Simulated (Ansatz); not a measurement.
# Sn on Zr(0001), ontop start, 2x2 cell: photoemission fingerprints, part 3 of 3

Wanted: core-level shifts and unfolded surface bands for Sn on Zr(0001), ontop start, 2x2 cell. Spin–orbit coupling is left out of the bands throughout.

Ansatz 0.2.0; DFT, PBE, plane-wave PAW, default files, scalar-relativistic.

So far, work function, upper face (eV): step 2 (the clean face) 4.16; step 3 (relaxing the atoms) 4.58; step 4 (layer-resolved bands, DOS and potential) 4.58.

### 7. Z+1 stand-in on atom 10

System of this step: Zr15NbSn. The cell holds 17 atoms: 1 Sn, 15 Zr and 1 Nb. Cell: a = 6.460 Å, b = 6.460 Å, c = 25.305 Å, α = 90.0°, β = 90.0°, γ = 60.0°. It derives from Zr. Regions: ad, 1 atom (1 Sn); L1, 4 atoms (4 Zr); L2, 4 atoms (4 Zr); L3, 4 atoms (1 Nb and 3 Zr); rest, 4 atoms (4 Zr). Vacuum lies along c.

The same swap on atom 10.

input.yaml

```yaml
crystal:
  lattice:
    - [6.46, 0.0, 0.0]
    - [3.23, 5.5945241084, 0.0]
    - [0.0, 0.0, 25.305]
  atoms:
    - { symbol: Sn, position: [0.3300328715, -0.1648945932, 0.6931355644] }
    - { symbol: Zr, position: [0.0090396434, -0.0042176514, 0.5996376517] }
    - { symbol: Zr, position: [0.4917065458, -0.004250038, 0.5998125966] }
    - { symbol: Zr, position: [-0.0026389413, 0.5016527623, 0.6084423502] }
    - { symbol: Zr, position: [0.4916102371, 0.5131595436, 0.59989732] }
    - { symbol: Zr, position: [0.8343735509, 0.3382722407, 0.5046022977] }
    - { symbol: Zr, position: [0.3239716074, 0.3382688482, 0.504614342] }
    - { symbol: Zr, position: [0.8342406019, 0.8277703031, 0.5045958288] }
    - { symbol: Zr, position: [0.331458841, 0.8344346429, 0.4987457889] }
    - { symbol: Nb, position: [0.0, 0.0, 0.398537838] }
    - { symbol: Zr, position: [0.5, 0.0, 0.398537838] }
    - { symbol: Zr, position: [0.0, 0.5, 0.398537838] }
    - { symbol: Zr, position: [0.5, 0.5, 0.398537838] }
    - { symbol: Zr, position: [0.833333333, 0.333333333, 0.296384114] }
    - { symbol: Zr, position: [0.333333333, 0.333333333, 0.296384114] }
    - { symbol: Zr, position: [0.833333333, 0.833333333, 0.296384114] }
    - { symbol: Zr, position: [0.333333333, 0.833333333, 0.296384114] }
kpoints:
  mp_grid: { grid: [6, 6, 1] }
scf:
  occupations: { method: fermi_dirac, width: 0.05 }
  n_extra_bands: 16
hamiltonian:
  xc: pbe
  pseudopotentials: { kind: paw }
output:
  forces: true
  write_potential: true
  volumetric_format: []
efield:
  axis: 3
  dipole_correction: true
```

Started as:

```console
$ ansatz run input.yaml --threads 8 --pin off --max-ram 20480MiB --backend cpu --events-out ev --progress --plain --runs-dir out
```

The job ended after 52 s (8 threads of Arm Neoverse V1, shared host; peak memory 4.8 GiB).

Numbers from this step:

| Property | Result |
| --- | --- |
| free energy | -73326.9430 eV |
| energy at zero smearing | -73326.8513 eV |
| smearing term TS | 0.1833 eV |
| Fermi energy | 3.642 eV |

### 8. Shifts from the Z+1 runs

An atom with a screened core hole acts like the next element, so the difference of two such total energies is the shift between the two sites; positive is more bound. Shifts count from the last listed atom of each element.

| atom | region | replaced by | shell meant | free energy (eV) | shift (eV) |
| --- | --- | --- | --- | --- | --- |
| Zr2 | layer 1 | Nb | 3d | -73326.852 | +0.09 |
| Zr4 | layer 1 | Nb | 3d | -73326.431 | +0.51 |
| Zr10 | layer 3 | Nb | 3d | -73326.943 | +0.00 |

The stand-in's nearest image is 6.5 Å away. The method gives no absolute levels and the same shift for every shell of an atom.

### 9. Another try

In this try the input is made faulty on purpose, to show what that does.

This step: DFT, PBE, plane-wave PAW, default files, scalar-relativistic; changed: crystal.lattice = [[12.20763061, 0.0, 0.0], [6.1038153, 10.57211822, 0.0], [0.0, 0.0, 47.81951896]], scf.max_iter = 60 (Ansatz 0.2.0).

System of this step: Zr16Sn. The cell holds 17 atoms: 1 Sn and 16 Zr. Its edges and angles: a = 12.208 Å, b = 12.208 Å, c = 47.820 Å, α = 90.0°, β = 90.0°, γ = 60.0°. It derives from Zr. How the cell was made: adsorbate; added: Sn; site: ontop; coverage 0.25 monolayer; cell: 2x2; on one face. Regions: ad, 1 atom (1 Sn); L1, 4 atoms (4 Zr); L2, 4 atoms (4 Zr); L3, 4 atoms (4 Zr); rest, 4 atoms (4 Zr). Vacuum lies along c.

Changes to input.yaml since step 7:

```diff
@@ -2,5 +2,5 @@
   lattice:
-    - [6.46, 0.0, 0.0]
-    - [3.23, 5.5945241084, 0.0]
-    - [0.0, 0.0, 25.305]
+    - [12.20763061, 0.0, 0.0]
+    - [6.1038153, 10.57211822, 0.0]
+    - [0.0, 0.0, 47.81951896]
   atoms:
@@ -15,3 +15,3 @@
     - { symbol: Zr, position: [0.331458841, 0.8344346429, 0.4987457889] }
-    - { symbol: Nb, position: [0.0, 0.0, 0.398537838] }
+    - { symbol: Zr, position: [0.0, 0.0, 0.398537838] }
     - { symbol: Zr, position: [0.5, 0.0, 0.398537838] }
@@ -27,3 +27,4 @@
   occupations: { method: fermi_dirac, width: 0.05 }
-  n_extra_bands: 16
+  n_extra_bands: 25
+  max_iter: 60
 hamiltonian:
@@ -35,2 +36,13 @@
   volumetric_format: []
+  dos:
+    projected:
+      site_lists:
+        adsorbate: [0]
+        layer_1: [1, 2, 3, 4]
+        layer_2: [5, 6, 7, 8]
+        layer_3: [9, 10, 11, 12]
+        other_layers: [13, 14, 15, 16]
+    de: 0.05
+    e_range: [-30, 12]
+    method: { smearing: { sigma: 0.15, scheme: gaussian } }
 efield:
```

Elapsed: 10 min, on 8 threads; peak memory 14 GiB.

Residual by cycle:

cycle, log10 residual and a bar from the least value:
```
        1        0.8 ##############################
        3        0.4 ###########################
        6       -0.4 ####################
        8       -0.7 #################
       10       -0.9 ################
       13       -1.1 ##############
       15       -1.4 ###########
       18       -0.6 ##################
       20       -0.8 ################
       22       -1.4 ###########
       25       -2.0 #####
       27       -2.7
```

The run was cut off at its time limit.

After 27 cycles the residual stands at 0.0022.

The fault put into the input: a lattice typed in bohr (crystal.lattice).

### 10. Outcome

- work function: 4.58 eV (other face 4.19 eV)
- change from the clean face: +0.42 eV
- Zr 4d centre of the filled part above −10 eV, from the plotted curve, layer 1: -1.38 eV
- Zr 4d centre of the filled part above −10 eV, from the plotted curve, layer 3: -1.39 eV
- Zr core shifts among the listed atoms, from the last listed one: +0.00 to +0.51 eV

**Reading.** The Fermi level of Sn on Zr(0001), ontop start, 2x2 cell lies 4.58 eV (other face 4.19 eV) below the vacuum, a change of +0.42 eV from the clean face. The sign fits the charge transfer: Sn is more electronegative than the metal and draws charge outwards, a dipole that raises the barrier. Only the strongest levels a point were stored, too few to count surface states. The group slid 1.8 Å sideways from its starting site. After relaxation Sn1 stands 2.31 Å above the top layer, bonded to 3 Zr atoms at 2.97 Å. The bare lower face differs from the lower face of the clean 1×1 slab by 0.01 eV, a measure of the error from mesh and slab. Core shifts by the Z+1 route: Zr +0.00 to +0.51 eV. Among the sites run, the most bound Zr 3d level is that of Zr4 (layer 1), bonded to 9 Zr; the least bound, 0.51 eV shallower, that of Zr10 (layer 3), bonded to 12 Zr. At 21.2 eV the valence spectrum has its highest listed peak within 10.8 eV at 1.0 eV (Zr 4d). At 1486.7 eV the valence spectrum has its highest listed peaks within 13 eV at 0.9 eV (Zr 4d) and 1.9 eV (Zr 4d), and the deeper Zr 4p line at 26.8 eV is higher still (without the spin–orbit splitting that a measurement shows). The shell named is the one with most of the intensity, cross sections included, not always the one with most states there. Semilocal functionals put filled localised shells such as Sn 4d too near the top of the filled states. Spin–orbit coupling is left out, which matters for the heavy atoms here. The slab's own atoms span 7.9 Å, so bulk bands appear as a few quantum-well levels, and states of the two faces can mix. The program warns of density or levels in the vacuum in some of these runs, so vacuum levels and energy differences can be a little off.

[Logs are printed without paths, hosts, clocks, repeated set-up lines and the standing remarks that a program may print on its own settings, such as how far it seeks lower states.]

[Hosts, paths, dates, database ids (printed as entryN), source tags and the programs' standing remarks are cut or masked in the printed files.]

[Maps of the electrostatic potential energy from Ansatz leave out the sawtooth potential of an applied field or a dipole correction, so their vacuum need not be flat; work functions include it.]
